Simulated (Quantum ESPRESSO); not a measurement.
**C, diamond: the electronic dielectric constant against change of volume**

How does ε∞, from linear response (ph.x, fixed occupations, ions clamped), follow the change of volume?

Calculated with Quantum ESPRESSO 7.5, PBEsol, GBRV 1.5 ultrasoft potentials, cutoff 680 eV, Fermi–Dirac smearing 0.02 eV, k-mesh 13×13×13, no spin polarisation, no spin-orbit coupling.

Reference cell, relaxed at zero pressure with PBEsol (Fd-3m): a = 2.5135 Å, b = 2.5135 Å, c = 2.5135 Å, α = 60.00°, β = 60.00°, γ = 60.00°.

```csv
atom,x,y,z
C,0.5000,0.5000,0.5000
C,0.7500,0.7500,0.7500
```

```csv
change of volume (%),V (Å³/atom),ε∞,gap (eV)
−6,5.278,5.756,4.181
−4,5.390,5.783,4.132
−2,5.502,5.812,4.084
0,5.614,5.841,4.037
2,5.727,5.872,3.993
6,5.951,5.936,3.907
```

**Question.** Give the ε∞ and the long-wavelength refractive index at x = 4, a row left out above (x is the first column).

Least squares with ε = e0 + e1 x + e2 x² gives e0 = 5.8412, e1 = 0.015014 and e2 = 0.000131. At x = 4 this is 5.903, so n = √ε = 2.430. The run itself gives 5.904, so the estimate misses by 0.001, a rounding's worth.

Along the table the mean ε∞ rises wherever the smallest gap falls, which need not be its cause. Semilocal functionals tend to give ε∞ too large, the k-mesh wasn't converged for it (a zone-centred mesh of this size overestimates it where the gap is small), and with no polar modes the static constant is the same here.

[Logs are printed without paths, hosts, clocks, repeated set-up lines and the standing remarks that a program may print on its own settings, such as how far it seeks lower states.]
